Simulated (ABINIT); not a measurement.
# Beyond one shot: LiHF2 (C2/m), part 2 of 2

Wanted: G0W0 and self-consistent gaps of LiHF2 (C2/m), with the cost of the cycles.

ABINIT 10.8.3; PBEsol and many-body steps on it, plane waves. Known limits of the many-body steps: not at the basis limit; coarse k mesh.

So far. Step 10 (evGW, cycle 1): Against G0W0 in ABINIT (4×4×2 mesh, 30 bands, screening to 106.1 eV, Godby-Needs plasmon pole), the gap moves by +1.423 eV. Step 13 (evGW, cycle 2): Against the cycle before, the gap moves by +0.108 eV.

## (16) evGW, cycle 3

This step: evGW on PBEsol, plane waves, norm-conserving pseudopotentials.

run.abi reads:

```
acell 3*1.0 Angstrom
rprim 
  2.547496000000 -1.534899000000 0.000000000000
  2.547496000000 1.534899000000 0.000000000000
  -2.526944000000 -0.000000000000 4.201520000000
ntypat 3
znucl 3 1 9
natom 4
typat 1 2 3 3
xred 
  0.000000000000 0.000000000000 0.000000000000
  0.000000000000 0.000000000000 0.500000000000
  0.209803000000 0.209803000000 0.750702000000
  0.790197000000 0.790197000000 0.249298000000
pp_dirpath "pseudos"
pseudos "Li.upf, H.upf, F.upf"
ecut 36
ngkpt 4 4 2
nshiftk 1
shiftk 0 0 0
kptopt 1
chksymbreak 0
istwfk *1
occopt 1
irdwfk 1
optdriver 4
nband 30
gwcalctyp 10
ecutsigx 36
symsigma 1
nkptgw 14
kptgw 
  0.0000000000 0.0000000000 0.0000000000
  0.2500000000 0.0000000000 0.0000000000
  0.5000000000 0.0000000000 0.0000000000
  0.2500000000 0.2500000000 0.0000000000
  0.5000000000 0.2500000000 0.0000000000
  -0.2500000000 0.2500000000 0.0000000000
  0.5000000000 0.5000000000 0.0000000000
  0.0000000000 0.0000000000 0.5000000000
  0.2500000000 0.0000000000 0.5000000000
  0.5000000000 0.0000000000 0.5000000000
  0.2500000000 0.2500000000 0.5000000000
  0.5000000000 0.2500000000 0.5000000000
  -0.2500000000 0.2500000000 0.5000000000
  0.5000000000 0.5000000000 0.5000000000
bdgw 
  1 13
  1 13
  1 13
  1 13
  1 13
  1 13
  1 13
  1 13
  1 13
  1 13
  1 13
  1 13
  1 13
  1 13
ecuteps 3.9
irdscr 1
ppmodel 1
irdqps 1
indata_prefix "in"
outdata_prefix "out"
tmpdata_prefix "tmp"
```

Command:

```sh
$ OMP_NUM_THREADS=1 mpirun -n 4 abinit run.abi > log
```

The job ended after 24 s (4 MPI ranks of Arm Neoverse V1, shared host; peak memory 0.91 GiB; 94 s of CPU time).

This step gave:

```yaml
quasiparticle_gap_on_the_mesh: 14.18 eV
gap_of_the_density_functional_on_the_mesh: 8.408 eV
k_of_the_valence_top: 0, 0, 0
k_of_the_conduction_bottom: 0, 0, 0
least_direct_quasiparticle_gap_on_the_computed_points: 14.18 eV
```

Against the cycle before, the gap moves by +0.013 eV.

## (17) Screening, 4×4×2 mesh, 30 bands, screening to 106.1 eV

This step: RPA screening on PBEsol, plane waves, norm-conserving pseudopotentials.

run.abi reads:

```
acell 3*1.0 Angstrom
rprim 
  2.547496000000 -1.534899000000 0.000000000000
  2.547496000000 1.534899000000 0.000000000000
  -2.526944000000 -0.000000000000 4.201520000000
ntypat 3
znucl 3 1 9
natom 4
typat 1 2 3 3
xred 
  0.000000000000 0.000000000000 0.000000000000
  0.000000000000 0.000000000000 0.500000000000
  0.209803000000 0.209803000000 0.750702000000
  0.790197000000 0.790197000000 0.249298000000
pp_dirpath "pseudos"
pseudos "Li.upf, H.upf, F.upf"
ecut 36
ngkpt 4 4 2
nshiftk 1
shiftk 0 0 0
kptopt 1
chksymbreak 0
istwfk *1
occopt 1
irdwfk 1
optdriver 3
nband 30
ecuteps 3.9
inclvkb 2
awtr 1
symchi 1
gwcalctyp 10
mbpt_sciss 6.362 eV
nqptdm 1
qptdm 
  0 0 0
indata_prefix "in"
outdata_prefix "out"
tmpdata_prefix "tmp"
```

Wall time 3.1 s (4 MPI ranks); peak memory 0.23 GiB.

This step gave:

```
ε∞ with local fields, on this mesh, along the program's q direction : 1.764
the same without local fields                                       : 1.817
plasma frequency                                                    : 27.48 eV
plane waves in the screening matrix                                 : 89
```

This screening uses the functional's bands under a rigid shift, the mean opening of the cycle before.

## (18) Screening, 4×4×2 mesh, 30 bands, screening to 106.1 eV

This step: RPA screening on PBEsol from quasiparticle energies, plane waves, norm-conserving pseudopotentials.

run.abi: that of step 17 with these lines changed.

```diff
@@ -31,7 +31,19 @@
 symchi 1
+irdqps 1
 gwcalctyp 10
-mbpt_sciss 6.362 eV
-nqptdm 1
+nqptdm 13
 qptdm 
-  0 0 0
+  0.2500000000 0.0000000000 0.0000000000
+  0.5000000000 0.0000000000 0.0000000000
+  0.2500000000 0.2500000000 0.0000000000
+  0.5000000000 0.2500000000 0.0000000000
+  -0.2500000000 0.2500000000 0.0000000000
+  0.5000000000 0.5000000000 0.0000000000
+  0.0000000000 0.0000000000 0.5000000000
+  0.2500000000 0.0000000000 0.5000000000
+  0.5000000000 0.0000000000 0.5000000000
+  0.2500000000 0.2500000000 0.5000000000
+  0.5000000000 0.2500000000 0.5000000000
+  -0.2500000000 0.2500000000 0.5000000000
+  0.5000000000 0.5000000000 0.5000000000
 indata_prefix "in"
```

mrgscr.stdin reads:

```
2
merged
q0_SCR
out_SCR
1
```

Command:

```sh
$ OMP_NUM_THREADS=1 mpirun -n 4 abinit run.abi > log; mrgscr < mrgscr.stdin
```

Elapsed: 5.3 s, on 4 MPI ranks; peak memory 0.41 GiB; 21 s of CPU time.

Numbers from this step:

| Item | Value |
| --- | --- |
| plasma frequency | 27.48 eV |
| plane waves in the screening matrix | 89 |

This screening reads the quasiparticle levels of the cycle before.

## (19) evGW, cycle 4

This step: evGW on PBEsol, plane waves, norm-conserving pseudopotentials.

run.abi: that of step 18 with these lines changed.

```diff
@@ -25,12 +25,10 @@
 irdwfk 1
-optdriver 3
+optdriver 4
 nband 30
-ecuteps 3.9
-inclvkb 2
-awtr 1
-symchi 1
-irdqps 1
 gwcalctyp 10
-nqptdm 13
-qptdm 
+ecutsigx 36
+symsigma 1
+nkptgw 14
+kptgw 
+  0.0000000000 0.0000000000 0.0000000000
   0.2500000000 0.0000000000 0.0000000000
@@ -48,2 +46,21 @@
   0.5000000000 0.5000000000 0.5000000000
+bdgw 
+  1 13
+  1 13
+  1 13
+  1 13
+  1 13
+  1 13
+  1 13
+  1 13
+  1 13
+  1 13
+  1 13
+  1 13
+  1 13
+  1 13
+ecuteps 3.9
+irdscr 1
+ppmodel 1
+irdqps 1
 indata_prefix "in"
```

Command:

```sh
$ OMP_NUM_THREADS=1 mpirun -n 4 abinit run.abi > log
```

Elapsed: 24 s, on 4 MPI ranks; peak memory 0.91 GiB; 94 s of CPU time.

This step gave:

```yaml
quasiparticle_gap_on_the_mesh: 14.18 eV
gap_of_the_density_functional_on_the_mesh: 8.408 eV
k_of_the_valence_top: 0, 0, 0
k_of_the_conduction_bottom: 0, 0, 0
least_direct_quasiparticle_gap_on_the_computed_points: 14.18 eV
```

Against the cycle before, the gap moves by +0.001 eV.

## (20) The runs together

Times are wall times on 4 MPI ranks of Arm Neoverse V1, shared host, good to a factor of about two. A run's time includes the screening step that it read.

| run | mesh | bands | screening cutoff (eV) | DFT gap (eV) | gap on the mesh (eV) | direct (eV) | ε∞ used | time |
| --- | --- | --- | --- | --- | --- | --- | --- | --- |
| G0W0 | 4×4×2 | 30 | 106.1 | 8.408 | 12.639 | 12.639 | 2.05 | 9 s |
| evGW0, cycle 1 | 4×4×2 | 30 | 106.1 | 8.408 | 13.283 | 13.283 | 2.05 | 30 s |
| evGW0, cycle 2 | 4×4×2 | 30 | 106.1 | 8.408 | 13.237 | 13.237 | 2.05 | 30 s |
| evGW0, cycle 3 | 4×4×2 | 30 | 106.1 | 8.408 | 13.229 | 13.229 | 2.05 | 30 s |
| evGW, cycle 1 | 4×4×2 | 30 | 106.1 | 8.408 | 14.062 | 14.062 | 1.80 | 32 s |
| evGW, cycle 2 | 4×4×2 | 30 | 106.1 | 8.408 | 14.170 | 14.170 | 1.77 | 32 s |
| evGW, cycle 3 | 4×4×2 | 30 | 106.1 | 8.408 | 14.183 | 14.183 | 1.76 | 32 s |
| evGW, cycle 4 | 4×4×2 | 30 | 106.1 | 8.408 | 14.184 | 14.184 | 1.76 | 32 s |

## (21) Summary of results

```
G0W0           : 12.639 eV
evGW0, cycle 1 : 13.283 eV
evGW0, cycle 2 : 13.237 eV
evGW0, cycle 3 : 13.229 eV
evGW, cycle 1  : 14.062 eV
evGW, cycle 2  : 14.170 eV
evGW, cycle 3  : 14.183 eV
evGW, cycle 4  : 14.184 eV
known limits   : not at the basis limit; coarse k mesh
```

What this shows: Only the bands that the input lists are updated; the others, empty or deep, keep the functional's energies or take a rigid shift. The evGW loop starts from the last levels of evGW0, so its cycles and time come on top of those. evGW0 ends at 13.23 eV, +0.59 eV from G0W0, after 3 cycles that took 71 s beside the first screening; the last moved the gap by 0.008 eV. evGW ends at 14.18 eV, +1.55 eV from G0W0, after 4 cycles that took 2.1 min beside the first screening; the last moved the gap by 0.001 eV. The first cycle of evGW0 takes the full correction, without the factor Z, so it overshoots the one-shot value. Bands and cutoff are finite, so the gap is not at the basis limit. The miss can reach some tenths of an eV and take either sign; the mesh is an error of its own. The 4×4×2 mesh is coarse for this cell, which bears on the long-range parts of exchange and screening. In the updated screening the q = 0 part is built from Kohn-Sham bands under a rigid shift, the other q from the quasiparticle levels.

[Paths, hosts, dates, memory and timing lines, banners, echoed tables and standing remarks are left out of the program output.]

[Logs are printed without paths, hosts, clocks, repeated set-up lines and the standing remarks that a program may print on its own settings, such as how far it seeks lower states.]

[Runs of the session that timed out or met a known fault of the program may be left out.]

[Hosts, paths, dates, database ids (printed as entryN), source tags and the programs' standing remarks are cut or masked in the printed files.]

[G0W0 gaps are taken among the corrected bands and points alone; a level outside them can change the order at an edge.]

[Where Ansatz stands beside ABINIT at settings called matched, ABINIT's density can come from a denser mesh and the files from another edition; pairs whose starting gaps differed by over 0.03 eV were left out, so agreement reads better than it is.]
